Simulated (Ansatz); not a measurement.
# Rb3BrF2: complex band structure, part 2 of 2

Aim: relax a made-up compound, Rb3BrF2, and see how good a tunnel barrier it would be. It is built by putting F for I in the Rb3I2Br structure of space group Immm, with the volume rescaled by atomic radii. The parent structure comes from the Materials Project.

Ansatz 0.2.0; PBE DFT, plane waves, PAW files (the session's first sound run).

So far. Step 2 (Cell and atoms at rest): The largest force component on a free atom ends at 3.9e-4 eV/Å.

The structure was built from a prototype and need not be the compound's stable phase.

### Step 3. Band edges

The energy window and the wavevectors of the next steps follow from the band edges, so these are searched first, off the mesh as well.

The input, input.yaml:

```yaml
crystal:
  lattice:
    - [-2.1283443694, 3.2827403475, 6.5694898002]
    - [2.1283443694, -3.2827403475, 6.5694898002]
    - [2.1283443694, 3.2827403475, -6.5694898002]
  atoms:
    - { symbol: Rb, position: [0.3005092252, 0.3005092252, 0.0] }
    - { symbol: Rb, position: [0.0, 0.0, 0.0] }
    - { symbol: Rb, position: [0.6994907748, 0.6994907748, 0.0] }
    - { symbol: F, position: [0.1664448371, 0.6664448371, 0.5] }
    - { symbol: F, position: [0.8335551629, 0.3335551629, 0.5] }
    - { symbol: Br, position: [0.5, 0.0, 0.5] }
kpoints:
  mp_grid: { grid: [6, 6, 6] }
  band_path: { path: [VBM, CBM], npoints: 30 }
scf:
  occupations: { method: fixed }
hamiltonian:
  xc: pbe
output:
  eigenvalues: true
  write_potential: true
  write_density: true
  volumetric_format: npy
  elf: true
```

On the command line:

```
$ ansatz run input.yaml --threads 2 --pin off --max-ram 4096MiB --backend cpu --events-out ev --progress --plain --runs-dir out
```

Numbers of over 12 decimals in the logs are rounded to 6 here.

What it wrote:

```text
[...]
Crystal: 6 atoms, lattice volume = 183.599 Å³
Basis set: ecut = 420 eV, 3561 PW (Γ)
Bands: 30, of which v1, the nominal top of the filled ones, is band 24 counted from 1 (23 counted from 0)
Symmetry: 8 space group operations
[...]
k-points: 46 of 216
[...]
SCF iter   1: F=—  HF=-14210.138213 eV  |F-HF|=—  |Δ(HF+E_count)|=         —  Δρ=5.65e-4  dr2=7.13e-4  ethr=1.77e-3  ⟨swp⟩=5.2  Hψ=5448  notcnv=0  defer=119
[...]
SCF iter   6: F=-14210.137907 eV  HF=-14210.137907 eV  |F-HF|=3.23e-8  |Δ(HF+E_count)|=   8.19e-7  Δρ=2.96e-6  dr2=2.03e-8  ethr=2.08e-10  ⟨swp⟩=10.9  Hψ=7476  notcnv=0
SCF 1 converged in 6 iterations: F = -14210.137907 eV  dr2 = 2.03e-8
[...]
NSCF: frozen V_eff on 46 k-points
[...]
SCF converged after 6 iterations
Free energy (F): -14210.137907 eV
[...]
Internal energy: -14210.137907 eV  (E = F + TS)
E sigma→0 (E₀):  -14210.137907 eV
Fermi energy:    1.718816 eV
[...]
--- Band table (eV; the first three rows and the last of 46) ---
  k-point 0: bands = [... 20 lower, 0.7893, 1.2046, 1.3534, 1.7188, 5.8759, 8.3870, 8.8235, 9.3067, ... 2 higher]
  k-point 1: bands = [... 20 lower, 0.7986, 1.1783, 1.2392, 1.4475, 6.5142, 8.6995, 8.8520, 9.2375, ... 2 higher]
  k-point 2: bands = [... 20 lower, 0.8079, 1.0769, 1.0817, 1.1525, 7.8523, 8.3960, 8.6254, 9.2206, ... 2 higher]
  k-point 45: bands = [... 20 lower, 0.7874, 1.1094, 1.3552, 1.7024, 7.2209, 7.4099, 8.0139, 8.2124, ... 2 higher]
```

It took 15 s on 2 threads of Arm Neoverse V2, shared host; peak memory 0.54 GiB.

Reading the cycles: dr2 is the Hartree energy of the density residual (eV), the measure of convergence; HF is the Harris–Foulkes estimate of the energy, which meets the free energy F at convergence.

Numbers from this step:

* free energy: -14210.1379 eV
* Fermi energy: 1.719 eV
* gap on the k-mesh: 4.157 eV
* gap on path: 4.157 eV, by band count; negative where bands overlap
* direct gap on path: 4.157 eV
* edge places on path: 0, 0 1/A along the path

Levels at VBM (eV): -1.13, -1.11, -1.01, -0.98, -0.97, -0.93, -0.51, -0.37, 0.00, 4.16, 6.67, 7.10, 7.59, 7.99.

ELF in the ab plane of the cell as run, not the conventional one, at fractional z = 0.500, with atoms of F and Br within 0.2 Å of it. It is the smooth field of the valence electrons, not physical close to the nuclei.

Ten even steps from '0' (0.00) to '9' (0.88), each cell a mean:
```
000000389720698510000
000000158986899620000
121000015899998620000
455420001478987410001
588863000025665200002
589886200001221000001
488678510000000000000
268879720000000000000
036899730000000000000
002577630000001221000
000134310000014564200
000000100000015888630
000000000000015898873
100000000000004886786
300000011000001688797
400000245420000268997
300002578864100025776
100004799998520001233
000014899999861000000
000003899437984100000
000001699301897300000
```
Columns run along a (7.6 Å), rows up along b (7.6 Å). Atoms in or near the plane, at fractional coordinates: F at (0.17, 0.67), F at (0.83, 0.33), Br at (0.50, 0.00).

Valence density in the ab plane of the cell as run, not the conventional one, at fractional z = 0.500, with atoms of F and Br within 0.2 Å of it. It is the smooth field of the valence electrons, not physical close to the nuclei.

Values in units of 1e0 e/Å³, 11 rows by 16 columns, each cell a mean:
```
0.0 0.0 0.0 0.0 0.0 0.1 0.5 0.9 0.8 1.1 0.6 0.2 0.0 0.0 0.0 0.0
0.1 0.1 0.1 0.0 0.0 0.0 0.1 0.3 0.5 0.6 0.4 0.1 0.0 0.0 0.0 0.0
0.3 1.3 2.4 0.9 0.1 0.0 0.0 0.0 0.1 0.1 0.1 0.1 0.0 0.0 0.0 0.0
0.2 1.9 8.9 6.9 1.0 0.1 0.0 0.0 0.0 0.0 0.0 0.0 0.0 0.0 0.0 0.0
0.0 0.2 1.5 2.7 0.9 0.2 0.0 0.0 0.0 0.0 0.0 0.0 0.0 0.0 0.0 0.0
0.0 0.0 0.1 0.1 0.1 0.1 0.0 0.0 0.0 0.0 0.1 0.2 0.3 0.2 0.1 0.0
0.0 0.0 0.0 0.0 0.0 0.0 0.0 0.0 0.0 0.0 0.1 0.5 3.3 4.9 1.3 0.1
0.1 0.0 0.0 0.0 0.0 0.0 0.0 0.0 0.0 0.0 0.0 0.3 2.6 8.5 4.7 0.6
0.1 0.0 0.0 0.0 0.1 0.1 0.2 0.1 0.1 0.0 0.0 0.0 0.2 0.7 1.0 0.4
0.0 0.0 0.0 0.0 0.1 0.3 0.7 0.8 0.6 0.3 0.1 0.0 0.0 0.0 0.1 0.1
0.0 0.0 0.0 0.0 0.1 0.4 1.0 0.8 0.7 0.9 0.3 0.1 0.0 0.0 0.0 0.0
```
Columns run along a (7.6 Å), rows up along b (7.6 Å). Atoms in or near the plane, at fractional coordinates: F at (0.17, 0.67), F at (0.83, 0.33), Br at (0.50, 0.00).

Electrostatic potential energy in the ab plane of the cell as run, not the conventional one, at fractional z = 0.500, with atoms of F and Br within 0.2 Å of it. With pseudopotentials it is smooth inside the atoms' cores, unlike the true potential.

Ten even steps from '_' (-40 eV) to '@' (9 eV), each cell a mean:
```
@@@@@@@@@@@@@@@@##..______++@@@@@@@@@@@@@@
@@@@@@@@@@@@@@@@@@**::____**@@@@@@@@@@@@@@
@@@@@@@@@@@@@@@@@@@@##++**%%@@@@@@@@@@@@@@
@@@@@@@@@@@@@@@@@@@@@@@@@@@@@@@@@@@@@@@@@@
@@@@##%%@@@@@@@@@@@@@@@@@@@@@@@@@@@@@@@@@@
@@%%::::++@@@@@@@@@@@@@@@@@@@@@@@@@@@@@@@@
@@%%::__..**@@@@@@@@@@@@@@@@@@@@@@@@@@@@@@
@@@@**..__==@@@@@@@@@@@@@@@@@@@@@@@@@@@@@@
@@@@@@##==**@@@@@@@@@@@@@@@@@@@@@@@@@@@@@@
@@@@@@@@@@@@@@@@@@@@@@@@@@@@@@@@@@@@@@@@@@
@@@@@@@@@@@@@@@@@@@@@@@@@@@@@@@@@@@@@@@@@@
@@@@@@@@@@@@@@@@@@@@@@@@@@@@@@@@##%%@@@@@@
@@@@@@@@@@@@@@@@@@@@@@@@@@@@@@%%::::++@@@@
@@@@@@@@@@@@@@@@@@@@@@@@@@@@@@%%::__..**@@
@@@@@@@@@@@@@@@@@@@@@@@@@@@@@@@@**..__==@@
@@@@@@@@@@@@@@@@@@@@@@@@@@@@@@@@@@##++**@@
@@@@@@@@@@@@@@@@@@@@@@@@@@@@@@@@@@@@@@@@@@
@@@@@@@@@@@@@@@@%%##%%@@@@@@@@@@@@@@@@@@@@
@@@@@@@@@@@@@@%%==::--**%%@@@@@@@@@@@@@@@@
@@@@@@@@@@@@@@%%::____..++@@@@@@@@@@@@@@@@
@@@@@@@@@@@@@@%%--______..##@@@@@@@@@@@@@@
```
Columns run along a (7.6 Å; values clipped at the 3rd and 97th percentile), rows up along b (7.6 Å). Atoms in or near the plane, at fractional coordinates: F at (0.17, 0.67), F at (0.83, 0.33), Br at (0.50, 0.00).

The searched edges give 4.16 eV, as on the mesh.

### Step 4. Complex bands

This step: PBE DFT, plane waves, PAW files; complex bands by layer matching along the plane's normal (Ansatz 0.2.0).

The same crystal is laid in a cell whose first two vectors span the (001) plane (indices of the standard conventional cell, whose axes can be ordered otherwise than in the bulk input). At fixed energy and wavevector in the plane the solver finds all kz, real and complex. A few wavevectors are listed, (0, 0) and (0.5, 0) in units of the plane's reciprocal vectors; the slowest state needn't be among them.

The input, input.yaml:

```yaml
crystal:
  lattice:
    - [4.256688739, 0.0, 0.0]
    - [0.0, 6.565480695, 0.0]
    - [2.128344369, 3.282740348, 6.5694898]
  atoms:
    - { symbol: Rb, position: [0.6994907748, 0.6994907748, 0.6010184504] }
    - { symbol: Rb, position: [0.0, 0.0, 0.0] }
    - { symbol: Rb, position: [0.3005092252, 0.3005092252, 0.3989815496] }
    - { symbol: F, position: [0.3335551629, 0.8335551629, 0.3328896742] }
    - { symbol: F, position: [0.6664448371, 0.1664448371, 0.6671103258] }
    - { symbol: Br, position: [0.0, 0.5, 0.0] }
kpoints:
  mp_grid: { grid: [6, 6, 6] }
scf:
  occupations: { method: fixed }
hamiltonian:
  xc: pbe
output:
  eigenvalues: true
  transmission:
    leads: [[0, 0]]
    kpoints: [[0.0, 0.0], [0.5, 0.0]]
    e_range: [-1.0, 5.16]
    de: 0.15
```

What it wrote:

```text
[...]
Crystal: 6 atoms, lattice volume = 183.599 Å³
Basis set: ecut = 420 eV, 3561 PW (Γ)
Bands: 30, of which v1, the nominal top of the filled ones, is band 24 counted from 1 (23 counted from 0)
Symmetry: 8 space group operations
[...]
k-points: 46 of 216
[...]
SCF iter   1: F=—  HF=-14210.138234 eV  |F-HF|=—  |Δ(HF+E_count)|=         —  Δρ=5.57e-4  dr2=6.95e-4  ethr=1.77e-3  ⟨swp⟩=5.1  Hψ=5445  notcnv=0  defer=118
[...]
SCF iter   6: F=-14210.137734 eV  HF=-14210.137734 eV  |F-HF|=3.09e-8  |Δ(HF+E_count)|=   7.62e-7  Δρ=2.86e-6  dr2=1.88e-8  ethr=2.08e-10  ⟨swp⟩=11.0  Hψ=7517  notcnv=0
SCF 1 converged in 6 iterations: F = -14210.137734 eV  dr2 = 1.88e-8
[...]
transmission: 14 of 28 steps passed
transmission: 28 of 28 steps passed
SCF converged after 6 iterations
Free energy (F): -14210.137734 eV
[...]
Internal energy: -14210.137734 eV  (E = F + TS)
E sigma→0 (E₀):  -14210.137734 eV
Fermi energy:    1.718812 eV
[...]
--- Band table (eV; the first three rows and the last of 46) ---
  k-point 0: bands = [... 20 lower, 0.7892, 1.2046, 1.3534, 1.7188, 5.8760, 8.3871, 8.8235, 9.3068, ... 2 higher]
  k-point 1: bands = [... 20 lower, 0.7876, 1.1506, 1.3539, 1.7137, 6.0818, 8.2088, 8.6042, 8.9640, ... 2 higher]
  k-point 2: bands = [... 20 lower, 0.7878, 1.0989, 1.3548, 1.7055, 6.6176, 7.8670, 8.3215, 8.3250, ... 2 higher]
  k-point 45: bands = [... 20 lower, 0.8383, 0.9822, 1.0323, 1.1338, 8.3154, 8.4453, 8.7190, 9.1899, ... 2 higher]
--- Transmission ---
  basis      : 239 plane waves across, 14 finite elements along
  points     : 2, as listed
  energies   : 42 from -1.000000 to 5.150000 eV about the Fermi level, 0.150000 eV apart; the leads are filled to 2.078573 eV, and channels, transmission and decay are at 2.150000 eV
  crystal 0  : Rb3Br1F2, at the sites [0, 0], period 6.5695 Å: whole cells are its period
    offset         : up to 0.0000 Å between an atom of the period and one for which it stands
    channels       : 0.000000e0 a spin
    conductance    : none, the energies end too early or step too widely for 300 K: set another output.transmission.e_range or a lower de, or, where they end at an eighth of basis.ecutwfc, a higher one
    slowest decay  : 0.3967 /Å at (0.0000, 0.0000)
```

Wall time 51 s (2 threads); peak memory 0.81 GiB.

Numbers from this step:

- free energy: -14210.1377 eV
- level to which the leads are filled: 2.079 eV from the Fermi level
- decay constant at the filling level, zone centre: 0.3967 Å⁻¹
- decay constant at the filling level, slowest listed point: 0.3967 Å⁻¹

K parallel (0, 0); values up to 1.5 1/Å, a degenerate pair printed once or twice; energies at which all values exceed this have no row. The Im kz of the slowest decaying states by energy, zero at the highest filled level on the SCF mesh:

```tsv
energy (eV)	decay 1 (Å⁻¹)	decay 2 (Å⁻¹)	decay 3 (Å⁻¹)	decay 4 (Å⁻¹)
-1.00	0.0452	0.226	0.304	0.824
-0.70	0.146	0.406	0.750	0.861
-0.55	0.198	0.448	0.779	0.856
-0.25	0.262	0.363	0.460	0.755
0.05	0.329	0.336	0.434	0.464
0.20	0.359	0.458	0.472	0.548
0.50	0.390	0.494	0.577	0.631
0.65	0.400	0.508	0.609	0.658
0.95	0.412	0.529	0.657	0.701
1.25	0.417	0.543	0.691	0.733
1.40	0.417	0.549	0.705	0.746
1.70	0.413	0.556	0.729	0.753
2.00	0.403	0.560	0.734	0.747
2.15	0.397	0.560	0.724	0.755
2.45	0.379	0.560	0.703	0.756
2.75	0.356	0.556	0.680	0.737
2.90	0.342	0.554	0.669	0.728
3.20	0.308	0.547	0.644	0.706
3.50	0.263	0.537	0.617	0.682
3.65	0.234	0.532	0.603	0.670
3.95	0.154	0.519	0.573	0.642
4.10	0.0818	0.511	0.557	0.628
4.40	0.493	0.523	0.596	0.685
4.70	0.468	0.490	0.560	0.659
4.85	0.450	0.476	0.540	0.645
5.15	0.405	0.450	0.497	0.615
```

K parallel (0.5, 0); values up to 1.5 1/Å, a degenerate pair printed once or twice; energies at which all values exceed this have no row. Im kz of the slowest decaying states against energy, zero at the highest filled level on the SCF mesh:

```tsv
energy (eV)	decay 1 (Å⁻¹)	decay 2 (Å⁻¹)	decay 3 (Å⁻¹)	decay 4 (Å⁻¹)
-1.00	0.197	0.510	1.25	1.42
-0.55	0.356	0.677	1.25	1.38
-0.10	0.487	0.570	0.695	1.26
0.05	0.539	0.611	0.749	1.26
0.35	0.624	0.673	0.799	1.27
0.80	0.714	0.756	0.825	1.22
1.25	0.758	0.825	0.830	1.16
1.70	0.782	0.811	0.823	1.16
2.00	0.778	0.797	0.808	1.18
2.45	0.738	0.768	0.813	1.18
2.90	0.698	0.733	0.817	1.15
3.35	0.659	0.690	0.816	1.11
3.80	0.620	0.641	0.811	1.07
4.25	0.579	0.582	0.802	1.02
4.70	0.512	0.533	0.790	0.967
5.15	0.423	0.480	0.774	0.907
```

At the listed wavevectors the last open channel is at -0.55 eV and the next at +4.25 eV on the grid, wider than the gap, since narrow bands can fall between grid energies. At +2.15 eV, the grid energy nearest the filling level (the middle of the gap on the SCF mesh), the slowest state at the listed wavevectors decays with κ = 0.397 Å⁻¹, its amplitude falling by e over 2.5 Å. Through 1 nm of this crystal that state's transmission falls by exp(−2 × 0.397 Å⁻¹ × 10 Å) = 3.6e-4.

### Step 5. Band edges at another level, cutoff 1320 eV

This step: PBE DFT, plane waves, norm-conserving files (Ansatz 0.2.0).

The edges again with norm-conserving files, at the same atoms. Against that run the cutoff is 1320 eV against 420.

The input, input.yaml:

```yaml
crystal:
  lattice:
    - [-2.1283443694, 3.2827403475, 6.5694898002]
    - [2.1283443694, -3.2827403475, 6.5694898002]
    - [2.1283443694, 3.2827403475, -6.5694898002]
  atoms:
    - { symbol: Rb, position: [0.3005092252, 0.3005092252, 0.0] }
    - { symbol: Rb, position: [0.0, 0.0, 0.0] }
    - { symbol: Rb, position: [0.6994907748, 0.6994907748, 0.0] }
    - { symbol: F, position: [0.1664448371, 0.6664448371, 0.5] }
    - { symbol: F, position: [0.8335551629, 0.3335551629, 0.5] }
    - { symbol: Br, position: [0.5, 0.0, 0.5] }
kpoints:
  mp_grid: { grid: [6, 6, 6] }
  band_path: { path: [VBM, CBM], npoints: 30 }
scf:
  occupations: { method: fixed }
hamiltonian:
  xc: pbe
  pseudopotentials: { kind: nc }
output:
  eigenvalues: true
```

What it wrote:

```text
[...]
Crystal: 6 atoms, lattice volume = 183.599 Å³
Basis set: ecut = 1320 eV, 20041 PW (Γ), FFT grids on a1+a3, a2+a3, a3
Bands: 30, of which v1, the nominal top of the filled ones, is band 24 counted from 1 (23 counted from 0)
Symmetry: 8 space group operations
[...]
k-points: 46 of 216
[...]
SCF iter   1: F=—  HF=-4124.300162 eV  |F-HF|=—  |Δ(HF+E_count)|=         —  Δρ=2.10e-1  dr2=7.60e1  ethr=3.10e-3  ⟨swp⟩=7.0  Hψ=6761  notcnv=0  defer=158
[...]
SCF iter  11: F=-4112.166573 eV  HF=-4112.166573 eV  |F-HF|=1.52e-8  |Δ(HF+E_count)|=   1.00e-7  Δρ=2.87e-6  dr2=2.00e-8  ethr=2.08e-10  ⟨swp⟩=18.1  Hψ=9781  notcnv=0
SCF 1 converged in 11 iterations: F = -4112.166573 eV  dr2 = 2.00e-8
[...]
SCF converged after 11 iterations
Free energy (F): -4112.166573 eV
[...]
Internal energy: -4112.166573 eV  (E = F + TS)
E sigma→0 (E₀):  -4112.166573 eV
Fermi energy:    1.777052 eV
[...]
--- Band table (eV; the first three rows and the last of 46) ---
  k-point 0: bands = [... 20 lower, 0.8499, 1.2632, 1.4112, 1.7771, 5.9318, 8.4449, 8.8812, 9.3642, ... 2 higher]
  k-point 1: bands = [... 20 lower, 0.8610, 1.2365, 1.2970, 1.5057, 6.5703, 8.7571, 8.9098, 9.2949, ... 2 higher]
  k-point 2: bands = [... 20 lower, 0.8701, 1.1350, 1.1406, 1.2104, 7.9089, 8.4536, 8.6830, 9.2781, ... 2 higher]
  k-point 45: bands = [... 20 lower, 0.8496, 1.1680, 1.4130, 1.7606, 7.2769, 7.4666, 8.0718, 8.2702, ... 2 higher]
```

Run time: 99 s. Hardware: 2 threads; peak memory 1.4 GiB.

Numbers from this step:

* free energy: -4112.1666 eV
* Fermi energy: 1.777 eV
* gap on the k-mesh: 4.155 eV
* gap on path: 4.155 eV, by band count; negative where bands overlap
* direct gap on path: 4.155 eV

Levels at VBM (eV): -1.13, -1.11, -1.00, -0.98, -0.97, -0.93, -0.51, -0.37, 0.00, 4.15, 6.67, 7.10, 7.59, 7.98.

The searched edges give 4.15 eV, as on the mesh.

### Step 6. Complex bands at another level

This step: PBE DFT, plane waves, norm-conserving files; complex bands by layer matching along the plane's normal (Ansatz 0.2.0).

The complex bands at that level, over its own gap, at (0, 0) and (0.5, 0).

The input, input.yaml:

```yaml
crystal:
  lattice:
    - [4.256688739, 0.0, 0.0]
    - [0.0, 6.565480695, 0.0]
    - [2.128344369, 3.282740348, 6.5694898]
  atoms:
    - { symbol: Rb, position: [0.6994907748, 0.6994907748, 0.6010184504] }
    - { symbol: Rb, position: [0.0, 0.0, 0.0] }
    - { symbol: Rb, position: [0.3005092252, 0.3005092252, 0.3989815496] }
    - { symbol: F, position: [0.3335551629, 0.8335551629, 0.3328896742] }
    - { symbol: F, position: [0.6664448371, 0.1664448371, 0.6671103258] }
    - { symbol: Br, position: [0.0, 0.5, 0.0] }
kpoints:
  mp_grid: { grid: [6, 6, 6] }
scf:
  occupations: { method: fixed }
hamiltonian:
  xc: pbe
  pseudopotentials: { kind: nc }
output:
  eigenvalues: true
  transmission:
    leads: [[0, 0]]
    kpoints: [[0.0, 0.0], [0.5, 0.0]]
    e_range: [-1.0, 5.15]
    de: 0.15
```

What it wrote:

```text
Engine: ansatz 0.2.0, aarch64-unknown-linux-gnu
Pseudopotentials: kind: nc
Pseudopotential: Rb, nc, valence charge 9, recommended cutoff 630 eV (normal), Rb.nc.azcp
Pseudopotential: F, nc, valence charge 7, recommended cutoff 1320 eV (normal), F.nc.azcp
Pseudopotential: Br, nc, valence charge 7, recommended cutoff 625.861884 eV (normal), Br.nc.azcp
Functional definition: PBE
  parameter kappa = 0.804
  parameter beta = 0.066725
  exchange = pbe_x(kappa = kappa, mu = beta*pi^2/3)
  correlation = pbe_c(beta = beta)
Error: memory limit exceeded: the `transmission` phase of `transmission` needs 7.22 GiB against the run's memory maximum of 4.00 GiB; largest carriers: transmission 6.82 GiB, unmodelled-tail allowance 0.30 GiB, source scf tables 0.09 GiB, source scf state 0.00 GiB; the layers of output.transmission grow with the square of the cell's cross-section: a lower cutoff or a narrower output.transmission.e_range takes less, and so, most of all in a narrow cell, does a wider de; where no e_range is typed, a fill by count is planned with a gap of 40 thermal energies
with nothing else changed it takes a maximum of at least 7.23 GiB, with nothing to spare, and 7.95 GiB leaves up to a tenth: --max-ram 7.95GiB where that set the maximum, else more of the term that did, and with no share typed, where 7.95 GiB is over 0.88 of the host's memory or its container's limit, a share of 0.88 or more that holds the maximum too (--max-ram-frac F), where one does; The budget is ten elevenths of [...]
`transmission` follows the SCF: where the deck gives it k-points, a mesh or a band count of its own, those are what to reduce (not on a resume, whose deck is fixed)
```

Elapsed: 0.3 s, on 2 threads; peak memory 0.21 GiB.

The program refused the input before any cycle.

The program's message: “Error: memory limit exceeded: the `transmission` phase of `transmission` needs 7.22 GiB against the run's memory maximum of 4.00 GiB; largest carriers: transmission 6.82 GiB, unmodelled-tail allowance …”

### Step 7. The same cell, other settings

This step: PBE DFT, plane waves, PAW files; complex bands by layer matching along the plane's normal; changed: crystal.atoms[0].symbol = "Xx", scf.max_iter = 100 (Ansatz 0.2.0).

This run repeats an earlier one, its twin (the complex run, plane (001)), with two settings changed (starting moments or atoms, scf.max_iter; files written aside). The setting was drawn as a possible misstep, on purpose. Where the input is shown as a difference, that is against the step before, not the twin.

input.yaml: that of step 6 with these lines changed.

```diff
@@ -6,3 +6,3 @@
   atoms:
-    - { symbol: Rb, position: [0.6994907748, 0.6994907748, 0.6010184504] }
+    - { symbol: Xx, position: [0.6994907748, 0.6994907748, 0.6010184504] }
     - { symbol: Rb, position: [0.0, 0.0, 0.0] }
@@ -16,5 +16,5 @@
   occupations: { method: fixed }
+  max_iter: 100
 hamiltonian:
   xc: pbe
-  pseudopotentials: { kind: nc }
 output:
@@ -24,3 +24,3 @@
     kpoints: [[0.0, 0.0], [0.5, 0.0]]
-    e_range: [-1.0, 5.15]
+    e_range: [-1.0, 5.16]
     de: 0.15
```

What it wrote:

```text
Error: YAML parse error: error: line 7 column 17: `Xx` is not an element symbol (H … Og, case-exact)
 --> <input>:7:17
  |
5 |     - [2.128344369, 3.282740348, 6.5694898]
6 |   atoms:
7 |     - { symbol: Xx, position: [0.6994907748, 0.6994907748, 0.6010184504] }
  |                 ^ `Xx` is not an element symbol (H … Og, case-exact)
8 |     - { symbol: Rb, position: [0.0, 0.0, 0.0] }
9 |     - { symbol: Rb, position: [0.3005092252, 0.3005092252, 0.3989815496] }
  |
```

Wall time 0.02 s (2 threads); peak memory 0.02 GiB.

The program refused the input before any cycle.

The program's message: “Error: YAML parse error: error: line 7 column 17: `Xx` is not an element symbol (H … Og, case-exact)”

The change that led to it: crystal.atoms[0].symbol = "Xx".

### Step 8. Summary of results

| Item | Value |
| --- | --- |
| band gap | 4.16 eV |
| least decay constant at mid-gap, normal to (001) | 0.397 Å⁻¹ |

With PBE, the slowest decay at the wavevectors tried is κ = 0.397 Å⁻¹, normal to (001). Through such a film the transmission near mid-gap falls as exp(−2κd), a factor of ten every 2.9 Å. A free electron under a barrier of half the gap would need a mass of 0.29 mₑ to decay at this rate. The compound is made up by substitution; its stability against other phases and against distortions of the cell's symmetry was not tested. A semilocal functional narrows gaps, so real decay constants are likely larger.

[Logs are printed without paths, hosts, clocks, repeated set-up lines and the standing remarks that a program may print on its own settings, such as how far it seeks lower states.]

[Hosts, paths, dates, database ids (printed as entryN), source tags and the programs' standing remarks are cut or masked in the printed files.]
